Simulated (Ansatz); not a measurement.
**One crystal, many levels of theory: Ga2AsP (zincblende [001] superlattice)**

Wanted: a ladder of band gaps for Ga2AsP (zincblende [001] superlattice), from density functionals to G0W0.

Calculated with Ansatz 0.2.0; density functionals, hybrids and G0W0, plane waves, PAW.

## (1) Starting point

The cell holds 12 atoms: 6 Ga, 3 As and 3 P. Its edges and angles: a = 3.926 Å, b = 3.926 Å, c = 16.616 Å, α = 90.0°, β = 90.0°, γ = 90.0°. It derives from GaAs. Regions: GaAs, 6 atoms (3 Ga and 3 As); GaP, 6 atoms (3 Ga and 3 P). The structure's axis is c.

The structure was relaxed with PBEsol. The runs that relaxed it are not among those shown.

The logs state that the PAW files were generated under PBE.

## (2) PBEsol on the 6×6×2 mesh

Levels along a band path and on the mesh show where this functional puts the band edges.

This step: DFT, PBEsol, plane waves, PAW; PAW set soft_1.

File input.yaml:

```yaml
crystal:
  lattice:
    - [3.9263224714, 0.0, 0.0]
    - [0.0, 3.9263224714, 0.0]
    - [0.0, 0.0, 16.615640584]
  atoms:
    - { symbol: Ga, position: [0.0, 0.0, 0.040071429] }
    - { symbol: As, position: [0.5, 0.0, 0.1265144175] }
    - { symbol: Ga, position: [0.5, 0.5, 0.2128309859] }
    - { symbol: As, position: [0.0, 0.5, 0.2992888568] }
    - { symbol: Ga, position: [0.0, 0.0, 0.3857467277] }
    - { symbol: As, position: [0.5, 0.0, 0.4720632962] }
    - { symbol: Ga, position: [0.5, 0.5, 0.5585062846] }
    - { symbol: P, position: [0.0, 0.5, 0.6387463484] }
    - { symbol: Ga, position: [0.0, 0.0, 0.7190849933] }
    - { symbol: P, position: [0.5, 0.0, 0.7992888568] }
    - { symbol: Ga, position: [0.5, 0.5, 0.8794927203] }
    - { symbol: P, position: [0.0, 0.5, 0.9598313652] }
kpoints:
  mp_grid: { grid: [6, 6, 2] }
  band_path:
    path:
      - [[0.0, 0.0, 0.0], [0.0, 0.5, 0.0], [0.5, 0.5, 0.0], [0.0, 0.0, 0.0], [0.0, 0.0, 0.5], [0.0, 0.5, 0.5], [0.5, 0.5, 0.5], [0.0, 0.0, 0.5]]
      - [[0.0, 0.5, 0.0], [0.0, 0.5, 0.5]]
      - [[0.5, 0.5, 0.0], [0.5, 0.5, 0.5]]
    npoints: 10
hamiltonian:
  xc: pbesol
  pseudopotentials: { kind: paw, azcp: { folder: soft_1 }, xc_functional: pbe }
scf:
  occupations: { method: fermi_dirac, width: 0.02 }
  n_extra_bands: 8
output:
  eigenvalues: true
  forces: true
  stress: true
  write_density: true
  write_potential: true
  elf: true
  volumetric_format: npy
```

Started as:

```
ansatz run input.yaml --threads 8 --pin off --max-ram 17510MiB --backend cpu --events-out ev --progress --plain --runs-dir out
```

Numbers of over 12 decimals in the logs are rounded to 6 here.

Output:

```text
scf.n_extra_bands = 8 over 69 filled bands (N_el = 138.0): the run solves 77 bands
Engine: ansatz 0.2.0, aarch64-unknown-linux-gnu
Pseudopotentials: kind: paw
Pseudopotential: Ga, paw, valence charge 13, recommended cutoff 420 eV (normal), soft_1/Ga.paw.azcp
Pseudopotential: As, paw, valence charge 15, recommended cutoff 420 eV (normal), soft_1/As.paw.azcp
Pseudopotential: P, paw, valence charge 5, recommended cutoff 420 eV (normal), soft_1/P.paw.azcp
Functional definition: PBEsol
  exchange = pbesol_x
  correlation = pbesol_c
Crystal: 12 atoms, lattice volume = 256.147 Å³
Basis set: ecut = 420 eV, 5071 PW (Γ), exchange–correlation on 54×54×240 points (8 copies of the dense FFT grid, shifted against one another)
Bands: 77, of which v1, the nominal top of the filled ones, is band 69 counted from 1 (68 counted from 0)
Symmetry: 8 space group operations
Space group: P-4m2 (ITA 115), of the structure as read, at distance tolerance 6.4e-5 Å
k-points: 20 of 72
Non-local potential: Ga, projectors of the file, l = 0: 2, l = 1: 2, l = 2: 3, l = 3: 1
Non-local potential: As, projectors of the file, l = 0: 2, l = 1: 2, l = 2: 3, l = 3: 1
Non-local potential: P, projectors of the file, l = 0: 2, l = 1: 2, l = 2: 1
PAW form: soft (Blöchl's): semilocal exchange-correlation on the pseudo side does not see the compensation charge
PAW frozen core: Ga, regenerated for the run's functional, and the local potential with it (the file was generated under x = pbe(κ = 0.804, μ = 0.219515), c = pbe(β = 0.066725))
PAW frozen core: As, regenerated for the run's functional, and the local potential with it (the file was generated under x = pbe(κ = 0.804, μ = 0.219515), c = pbe(β = 0.066725))
PAW frozen core: P, regenerated for the run's functional, and the local potential with it (the file was generated under x = pbe(κ = 0.804, μ = 0.219515), c = pbe(β = 0.066725))
PAW one-centre angular grid: Ga, 590 points (default); XC on 64 Gauss nodes
PAW one-centre angular grid: As, 590 points (default); XC on 64 Gauss nodes
PAW one-centre angular grid: P, 110 points (default); XC on 64 Gauss nodes
Initial density: superposition of atomic densities (chi_scale 0.1, normalization cell, long waves kept (reshape's long-wave potential 0.73 eV rms))
Initial wavefunctions: pseudopotential atomic-orbital guess
Functional: x = pbesol(κ = 0.804, μ = 0.123457), c = pbesol(β = 0.046)
SCF iter   1: F=—  HF=-39124.027119 eV  |F-HF|=—  |Δ(HF+E_count)|=         —  Δρ=4.49e-2  dr2=7.75e0  ethr=3.10e-3  ⟨swp⟩=6.9  Hψ=6085  notcnv=0
preconditioner: auto → Resta (q_TF=auto, 2.461 Å⁻¹)  ε∞=4.3  [insulator: Δε(μ)=0.084 eV  Ē_g=13.194 eV  σ=0.020 eV  W_gap=0.78  n_scr=68 (ndim 8)  ℏωp=24.1 eV  f_vac=0.000  D(μ)=0.66/eV (n_scr^D=2)  ε∞_Penn≈4.3]
SCF iter   2: F=—  HF=-39122.922462 eV  |F-HF|=—  |Δ(HF+E_count)|=    1.10e0  Δρ=2.53e-2  dr2=1.13e0  ethr=3.10e-3  ⟨swp⟩=2.7  Hψ=2033  notcnv=0  defer=51
SCF iter   3: F=—  HF=-39122.711241 eV  |F-HF|=—  |Δ(HF+E_count)|=   2.11e-1  Δρ=1.03e-2  dr2=2.62e-1  ethr=8.15e-4  ⟨swp⟩=2.4  Hψ=1954  notcnv=0  defer=55
SCF iter   4: F=—  HF=-39122.666878 eV  |F-HF|=—  |Δ(HF+E_count)|=   4.44e-2  Δρ=2.13e-3  dr2=1.23e-2  ethr=1.90e-4  ⟨swp⟩=2.8  Hψ=3023  notcnv=0  defer=55
SCF iter   5: F=—  HF=-39122.664644 eV  |F-HF|=—  |Δ(HF+E_count)|=   2.23e-3  Δρ=1.17e-3  dr2=3.36e-3  ethr=8.90e-6  ⟨swp⟩=2.5  Hψ=2988  notcnv=0  defer=55
SCF iter   6: F=—  HF=-39122.665252 eV  |F-HF|=—  |Δ(HF+E_count)|=   6.08e-4  Δρ=4.40e-4  dr2=5.23e-4  ethr=2.43e-6  ⟨swp⟩=2.0  Hψ=2669  notcnv=0  defer=55
SCF iter   7: F=—  HF=-39122.665438 eV  |F-HF|=—  |Δ(HF+E_count)|=   1.86e-4  Δρ=1.13e-4  dr2=4.82e-5  ethr=3.79e-7  ⟨swp⟩=2.0  Hψ=2865  notcnv=0  defer=55
SCF iter   8: F=—  HF=-39122.665538 eV  |F-HF|=—  |Δ(HF+E_count)|=   9.92e-5  Δρ=4.01e-5  dr2=3.17e-6  ethr=3.49e-8  ⟨swp⟩=2.0  Hψ=2926  notcnv=0  defer=55
SCF iter   9: F=—  HF=-39122.665546 eV  |F-HF|=—  |Δ(HF+E_count)|=   8.87e-6  Δρ=8.31e-6  dr2=1.80e-7  ethr=2.30e-9  ⟨swp⟩=2.9  Hψ=3144  notcnv=0  defer=55
SCF iter  10: F=-39122.665547 eV  HF=-39122.665547 eV  |F-HF|=3.71e-8  |Δ(HF+E_count)|=   1.85e-7  Δρ=2.63e-6  dr2=2.54e-8  ethr=7.25e-11  ⟨swp⟩=18.2  Hψ=14181  notcnv=0
SCF 1 converged in 10 iterations: F = -39122.665547 eV  dr2 = 2.54e-8
[...]
NSCF: frozen V_eff on 93 k-points
SCF converged after 10 iterations
Free energy (F): -39122.665547 eV
Harris-Foulkes:  -39122.665547 eV  (|F-HF|=3.71e-8)
Internal energy: -39122.665547 eV  (E = F + TS)
E sigma→0 (E₀):  -39122.665547 eV
Fermi energy:    8.022487 eV
--- Per-component energies (eV) ---
  E_band       = -1151.837260
  E_kinetic    = 1171.874996
  E_local      = -18778.070357  (includes V_loc(G=0)·N_el)
  E_nonlocal   = -1629.821708
  E_hartree    = 10816.807932
  E_xc         = -804.117140
  E_vxc        = -741.711136  (∫ρ·V_xc dr)
  E_paw        = -19256.756377  (= ΣΔE_a)
  E_vpaw       = -2807.723005  (= ΣTr[D̂ρ^β])
  E_aug_tail   = -0.001211  (compensation charges beyond the density's cutoff)
  E_ewald      = -10650.797134
  E_core_change = 8.215454  (= ΣΔE_core)
  E_smearing   = -0.000000  (= −TS)
  E_closure    = -0.000000  (closes the sum)
  Σ components = -39122.665547   (vs F -39122.665547, Δ=0.00e0)
--- Forces (eV/Å), atoms counted from 1 ---
  atom   1  Ga     0.00000000     0.00000000    -0.00028430
  atom   2  As     0.00000000     0.00000000     0.00047743
  atom   3  Ga    -0.00000000     0.00000000     0.00005595
  atom   4  As     0.00000000     0.00000000     0.00000000
  atom   5  Ga    -0.00000000     0.00000000    -0.00005595
  atom   6  As     0.00000000     0.00000000    -0.00047743
  atom   7  Ga     0.00000000     0.00000000     0.00028430
  atom   8  P     -0.00000000     0.00000000    -0.00088715
  atom   9  Ga     0.00000000     0.00000000     0.00008711
  atom  10  P     -0.00000000     0.00000000     0.00000000
  atom  11  Ga     0.00000000     0.00000000    -0.00008711
  atom  12  P      0.00000000     0.00000000     0.00088715
  max |Σ_I F_I| component: 9.18e-27 eV/Å
--- Stress (GPa, compression-positive) ---
       -0.002958       0.000000       0.000000
        0.000000      -0.002958       0.000000
        0.000000       0.000000      -0.000799
  P = ⅓ Tr σ = -0.0022 GPa (-0.022 kbar)
--- Band table (eV; the first three rows and the last of 20) ---
  k-point 0: bands = [... 65 lower, 6.4765, 7.4452, 7.5019, 7.5019, 8.5284, 8.7452, 8.7578, 9.0288, ... 4 higher]
  k-point 1: bands = [... 65 lower, 6.9745, 6.9745, 7.2968, 7.2968, 8.6917, 8.7396, 9.2720, 9.3769, ... 4 higher]
  k-point 2: bands = [... 65 lower, 6.5792, 6.5966, 6.7616, 7.4017, 9.0496, 9.5106, 9.6473, 9.7067, ... 4 higher]
  k-point 19: bands = [... 65 lower, 4.5234, 4.5507, 4.5583, 4.5840, 9.3521, 9.3546, 9.4810, 9.5029, ... 4 higher]
```

Wall time 20 s (8 threads of Arm Neoverse V2, shared host); peak memory 1.9 GiB.

The column dr2 measures how far the density is from self-consistency, as an energy; F and HF (Harris–Foulkes) agree once it is small.

This step gave:

```yaml
pressure: -0.002239 GPa
filled_bands: 69
gap: 1.026 eV
valence_top_at: Γ
conduction_bottom_at: Γ
least_direct_gap: 1.026 eV
```

Over mesh and path the gap is 1.026 eV, direct, at k = Γ.

## (3) PBEsol+SOC on the 6×6×2 mesh

This run has two-component orbitals with spin-orbit coupling.

This step: DFT, PBEsol with spin-orbit coupling, plane waves, PAW; PAW set soft_1.

Changes to input.yaml since step 2:

```diff
@@ -22,12 +22,18 @@
     path:
-      - [[0.0, 0.0, 0.0], [0.0, 0.5, 0.0], [0.5, 0.5, 0.0], [0.0, 0.0, 0.0], [0.0, 0.0, 0.5], [0.0, 0.5, 0.5], [0.5, 0.5, 0.5], [0.0, 0.0, 0.5]]
-      - [[0.0, 0.5, 0.0], [0.0, 0.5, 0.5]]
-      - [[0.5, 0.5, 0.0], [0.5, 0.5, 0.5]]
-    npoints: 10
+      - [0.0, 0.0, 0.0]
+      - [0.0, 0.5, 0.0]
+      - [0.5, 0.5, 0.0]
+      - [0.0, 0.0, 0.5]
+      - [0.0, 0.5, 0.5]
+      - [0.5, 0.5, 0.5]
+    npoints: 1
 hamiltonian:
   xc: pbesol
-  pseudopotentials: { kind: paw, azcp: { folder: soft_1 }, xc_functional: pbe }
+  pseudopotentials: { kind: paw_fr, azcp: { folder: soft_1 }, xc_functional: pbe }
 scf:
   occupations: { method: fermi_dirac, width: 0.02 }
-  n_extra_bands: 8
+  n_extra_bands: 16
+magnetization:
+  noncollinear: true
+  spin_orbit: true
 output:
@@ -36,5 +42 @@
   stress: true
-  write_density: true
-  write_potential: true
-  elf: true
-  volumetric_format: npy
```

Output:

```text
[...]
non-collinear run that drives no moment, with spin-orbit: no starting moment large enough to seed its density (crystal.atoms[].spin), no starting occupations that ask for one, no magnetisation constraint and no magnetic field, so the semilocal B_xc is pinned to zero
Crystal: 12 atoms, lattice volume = 256.147 Å³
Basis set: ecut = 420 eV, 5071 PW (Γ), exchange–correlation on 54×54×240 points (8 copies of the dense FFT grid, shifted against one another)
Bands: 154, of which v1, the nominal top of the filled ones, is band 138 counted from 1 (137 counted from 0)
Symmetry: 8 space group operations + 8 with time reversal
[...]
k-points: 20 of 72
Projection manifold: j_resolved (fully-relativistic pseudo-atomic orbitals)
[...]
atom   8  P      0.00000000     0.00000000    -0.00103164
  atom   9  Ga     0.00000000     0.00000000     0.00021665
  atom  10  P      0.00000000     0.00000000     0.00000000
  atom  11  Ga    -0.00000000     0.00000000    -0.00021665
  atom  12  P      0.00000000     0.00000000     0.00103164
  max |Σ_I F_I| component: 5.49e-25 eV/Å
--- Stress (GPa, compression-positive) ---
       -0.016359       0.000000       0.000000
        0.000000      -0.016359       0.000000
        0.000000       0.000000      -0.012440
  P = ⅓ Tr σ = -0.0151 GPa (-0.151 kbar)
--- Band table (eV; the first three rows and the last of 20) ---
  k-point 0: bands = [... 134 lower, 7.5383, 7.5383, 7.5854, 7.5854, 8.5293, 8.5293, 8.7448, 8.7448, ... 12 higher]
  k-point 1: bands = [... 134 lower, 7.2204, 7.2204, 7.3804, 7.3804, 8.6914, 8.6914, 8.7391, 8.7391, ... 12 higher]
  k-point 2: bands = [... 134 lower, 6.7595, 6.7597, 7.4081, 7.4120, 9.0485, 9.0497, 9.5095, 9.5102, ... 12 higher]
  k-point 19: bands = [... 134 lower, 4.5785, 4.5785, 4.6006, 4.6006, 9.3509, 9.3509, 9.3524, 9.3524, ... 12 higher]
[key lines of the parts left out:]
SCF converged after 10 iterations
Magnetization: |M| = 0.0000 μB,  M = (+0.0000, +0.0000, +0.0000) μB
Free energy (F): -39123.493392 eV
Fermi energy:    8.058237 eV
```

It took 72 s on 8 threads; peak memory 6.1 GiB.

This step gave:

| Quantity | Value |
| --- | --- |
| pressure | -0.01505 GPa |
| gap | 0.9438 eV |
| valence top at | Γ |
| conduction bottom at | Γ |
| least direct gap | 0.9438 eV |

Over mesh and listed points the gap is 0.944 eV, direct, at k = Γ. PBEsol+SOC against PBEsol: 0.944 − 1.026 = −0.082 eV, with the same mesh, set of files (read in its fully relativistic form for the spin-orbit run) and cutoff, and both edges at the same k points. The spin-orbit run sees mesh and listed points alone, so its gap is an upper bound: the coupling can move an edge off these points, the more so as this crystal has no centre of inversion, and the change over the zone, its sign included where it is small, is not known.

## (4) HSE06 on the 4×4×2 mesh

HSE06 mixes in a quarter of exact exchange at short range.

This step: DFT, HSE06, plane waves, PAW; PAW set soft_1.

Changes to input.yaml since step 3:

```diff
@@ -19,3 +19,3 @@
 kpoints:
-  mp_grid: { grid: [6, 6, 2] }
+  mp_grid: { grid: [4, 4, 2] }
   band_path:
@@ -30,13 +30,8 @@
 hamiltonian:
-  xc: pbesol
-  pseudopotentials: { kind: paw_fr, azcp: { folder: soft_1 }, xc_functional: pbe }
+  xc: hse06
+  pseudopotentials: { kind: paw, azcp: { folder: soft_1 } }
 scf:
-  occupations: { method: fermi_dirac, width: 0.02 }
-  n_extra_bands: 16
-magnetization:
-  noncollinear: true
-  spin_orbit: true
+  occupations: { method: fixed }
+  n_extra_bands: 8
 output:
   eigenvalues: true
-  forces: true
-  stress: true
```

Output:

```text
[...]
davidson cushion auto → on  (no smearing: the cushion is to keep the highest requested band from converging to the state above it; pin scf.eigensolver.cushion to override)
Crystal: 12 atoms, lattice volume = 256.147 Å³
Basis set: ecut = 420 eV, 5071 PW (Γ)
Bands: 77, of which v1, the nominal top of the filled ones, is band 69 counted from 1 (68 counted from 0)
Symmetry: 8 space group operations
[...]
k-points: 12 of 32
[...]
E sigma→0 (E₀):  -39546.325585 eV
Fermi energy:    7.201284 eV
[...]
--- Band table (eV; the first three rows and the last of 12) ---
  k-point 0: bands = [... 65 lower, 6.1138, 7.1548, 7.2013, 7.2013, 9.1884, 9.2387, 9.2543, 9.5181, ... 4 higher]
  k-point 1: bands = [... 65 lower, 6.6280, 6.6280, 7.0020, 7.0020, 9.1729, 9.1882, 9.7929, 9.8986, ... 4 higher]
  k-point 2: bands = [... 65 lower, 6.2284, 6.3102, 6.3153, 6.9496, 9.7880, 9.8239, 9.8556, 10.3918, ... 4 higher]
  k-point 11: bands = [... 65 lower, 4.0140, 4.0388, 4.0648, 4.0968, 9.8041, 9.8061, 9.9350, 9.9561, ... 4 higher]
[key lines of the parts left out:]
Free energy (F): -39546.325585 eV
```

The job ended after 1.9 min (8 threads; peak memory 5.6 GiB; 14 min of CPU time).

This step gave:

| Quantity | Value |
| --- | --- |
| gap | 1.972 eV |
| valence top at | Γ |
| conduction bottom at | Z |
| least direct gap | 1.987 eV |
| exact-exchange fraction | 0.25 |

Over mesh and listed points the gap is 1.972 eV, from k = Γ to k = (0.000, 0.000, 0.500). The least direct gap found is 1.987 eV, at k = Γ. HSE06 against PBEsol: 1.972 − 1.026 = +0.946 eV. The runs also differ in mesh (6×6×2 and 4×4×2), and the conduction bottom lies at another k point, so how much of this comes from the functional alone is not known. The program's warnings for this run: metallic iterate.

(Part 1 of 2 ends here.)

[Paths, hosts, dates, memory and timing lines, banners, echoed tables and standing remarks are left out of the program output.]

[Logs are printed without paths, hosts, clocks, repeated set-up lines and the standing remarks that a program may print on its own settings, such as how far it seeks lower states.]

[Runs of the session that timed out or met a known fault of the program may be left out.]

[Cells called generated may have been cut or substituted from an entry of the Crystallography Open Database or the Materials Project.]

[Hosts, paths, dates, database ids (printed as entryN), source tags and the programs' standing remarks are cut or masked in the printed files.]

[Where an RPA ε∞ is given, it is that of the G0W0 mesh and is not shown converged in it. Names of k-points follow the symmetry that the program found, which can be lower than the space group named. Band edges on a path are those of the sampled points; other points can move an edge, and change direct to indirect where valleys lie close.]

[Hybrid gaps are those of their k-mesh and are not shown converged in it.]
